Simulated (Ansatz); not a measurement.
In doubt: one-shot GW on d or f shells is unsure, so the values of those runs are not to be relied on.

Rows from a G0W0 calculation on AgCl (Fm-3m) (Ansatz 0.2.0; G0W0 on LDA, plane waves, PAW; 6×6×6 mesh, 130 empty bands, screening to 120 eV), in eV. Spin-orbit coupling is left out.

| row | k | band | start | Σx | Σc at the solution | Vxc |
| --- | --- | --- | --- | --- | --- | --- |
| A | Γ | c1 | 7.955 | -8.387 | -3.890 | -12.929 |
| B | (0.000, 0.000, -0.500) | c2 | 13.498 | -10.088 | -5.604 | -16.591 |
| C | (0.000, 0.000, -0.500) | v1 | 7.335 | -29.982 | 3.894 | -25.376 |
| D | Γ | c2 | 17.914 | -7.842 | -4.886 | -13.537 |
| E | Γ | v1 | 5.142 | -20.793 | 3.196 | -16.929 |
| F | (0.000, 0.000, -0.500) | c1 | 11.355 | -5.755 | -4.074 | -10.431 |

Question: Work out each quasiparticle level and how far it moved.

The quasiparticle equation reads E = start + Σx + Σc(E) − Vxc.

| row | E (eV) | shift (eV) |
| --- | --- | --- |
| A | 8.607 | +0.651 |
| B | 14.397 | +0.899 |
| C | 6.624 | −0.712 |
| D | 18.722 | +0.809 |
| E | 4.474 | −0.668 |
| F | 11.958 | +0.603 |

Limits: not at the basis limit; d shell near the gap, gap tends to lie low; no spin-orbit coupling; coarse k mesh.

[Runs of the session that timed out or met a known fault of the program may be left out.]

[Cells called generated may have been cut or substituted from an entry of the Crystallography Open Database or the Materials Project.]

[Hosts, paths, dates, database ids (printed as entryN), source tags and the programs' standing remarks are cut or masked in the printed files.]
